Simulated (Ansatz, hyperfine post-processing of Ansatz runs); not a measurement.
# From spin density to shift: 7Li in LiTiV2CrO10

A spin-polarised calculation (DFT, r2SCAN, plane-wave PAW, default files (PAW set soft_2), collinear spin, scalar-relativistic; Ansatz) with all Cr moments parallel (S = 0.5 each) puts a spin density ρ↑ − ρ↓ of 0.01668 e/Å³, counted along the moments, at one Li nucleus (2 Cr through links of 88° (4)). Take g = 2, spin-only moments and Θ = 0 K (a pure Curie law); γ/2π of 7Li is 16.5483 MHz/T.

**Task.** Find the contact field, the hyperfine constant and the contact shift at 298 K and 270 K, supposing that the crystal is a paramagnet with these local moments at both.

1. A spin density ρ_s carries a moment density μB ρ_s, and the contact field is B_c = (2μ₀/3) μB ρ_s. For 1 e/Å³ that is 7.769 T, so B_c = 0.1296 T.

2. With H = A S·I summed over the ions, A = γB_c/(2πS) = 16.5483 × 0.1296 / 0.5 = 4.29 MHz.

3. In a field B0 the paramagnet reaches only a fraction of saturation, M/M_sat = g μB (S + 1) B0 / [3 k_B (T − Θ)]. At 298 K this is 2.2541e-03 per tesla, or 2.64 % at 11.7 T.

4. The shift is that fraction of B_c over B0, so B0 drops out: δ = 0.1296 × 2.2541e-03 × 10⁶ = 292 ppm at 298 K.

5. At 270 K it scales by (298 − Θ)/(270 − Θ) = 1.104, to 322 ppm.

6. The sign says that the spin at the nucleus is parallel to the Cr moments, as where half-filled orbitals delocalise onto the site. Over this level and the 2 others of the session's ladder with the same moment and an open gap (any hybrids aside), the field runs from 0.126 to 0.177 T. Orbital and pseudocontact parts are not included.

[Hosts, paths, dates, database ids (printed as entryN), source tags and the programs' standing remarks are cut or masked in the printed files.]
